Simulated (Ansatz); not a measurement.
An input for Ansatz 0.2.0 (Bi2Te2Pb2S3 (P-3m1)):

```yaml
crystal:
  lattice:
    - [4.25788, 0.0, 0.0]
    - [-2.12894, 3.6874322463, 0.0]
    - [0.0, 0.0, 16.9431]
  atoms:
    - { symbol: Bi, position: [0.0, 0.0, 0.19477] }
    - { symbol: Bi, position: [0.0, 0.0, 0.80523] }
    - { symbol: Te, position: [0.3333333333, 0.6666666667, 0.9106] }
    - { symbol: Te, position: [0.6666666667, 0.3333333333, 0.0894] }
    - { symbol: Pb, position: [0.3333333333, 0.6666666667, 0.60123] }
    - { symbol: Pb, position: [0.6666666667, 0.3333333333, 0.39877] }
    - { symbol: S, position: [0.3333333333, 0.6666666667, 0.29817] }
    - { symbol: S, position: [0.6666666667, 0.3333333333, 0.70183] }
    - { symbol: S, position: [0.0, 0.0, 0.5] }
kpoints:
  mp_grid: { grid: [6, 6, 1] }
hamiltonian:
  xc: lda
  pseudopotentials: { kind: paw, azcp: { folder: soft_1 }, xc_functional: pbe }
scf:
  occupations: { method: fixed }
gw:
  n_empty_bands: 604
  ecut_chi: 100
  qp_bands: [v3, c3]
  qp_kpoints: band_edges
  screening: { model: contour_deformation }
```

```sh
ansatz run input.yaml --threads 2 --pin off --max-ram 92160MiB --backend cuda --events-out ev --progress --plain --runs-dir out --devices 1 --max-vram 13GiB
```

Estimate wall time and host memory on 1 × NVIDIA H100 80GB HBM3 (shared by 6 runs) with 2 threads of AMD EPYC 7R13 (Zen 3), shared host.

It took 39 s; on shared hardware allow 20 s to 79 s. Peak host memory was 2.1 GiB. The sizes that set the cost: 5175 plane waves a state, 7 irreducible k points, 658 bands summed, 615 plane waves in the screening and 10 SCF cycles.

The screening grows as filled bands × empty bands × pairs of k points, times the square of the screening basis for the matrix.

[Paths, hosts, dates, memory and timing lines, banners, echoed tables and standing remarks are left out of the program output.]

[Logs are printed without paths, hosts, clocks, repeated set-up lines and the standing remarks that a program may print on its own settings, such as how far it seeks lower states.]

[Runs of the session that timed out or met a known fault of the program may be left out.]

[Cells called generated may have been cut or substituted from an entry of the Crystallography Open Database or the Materials Project.]

[Hosts, paths, dates, database ids (printed as entryN), source tags and the programs' standing remarks are cut or masked in the printed files.]
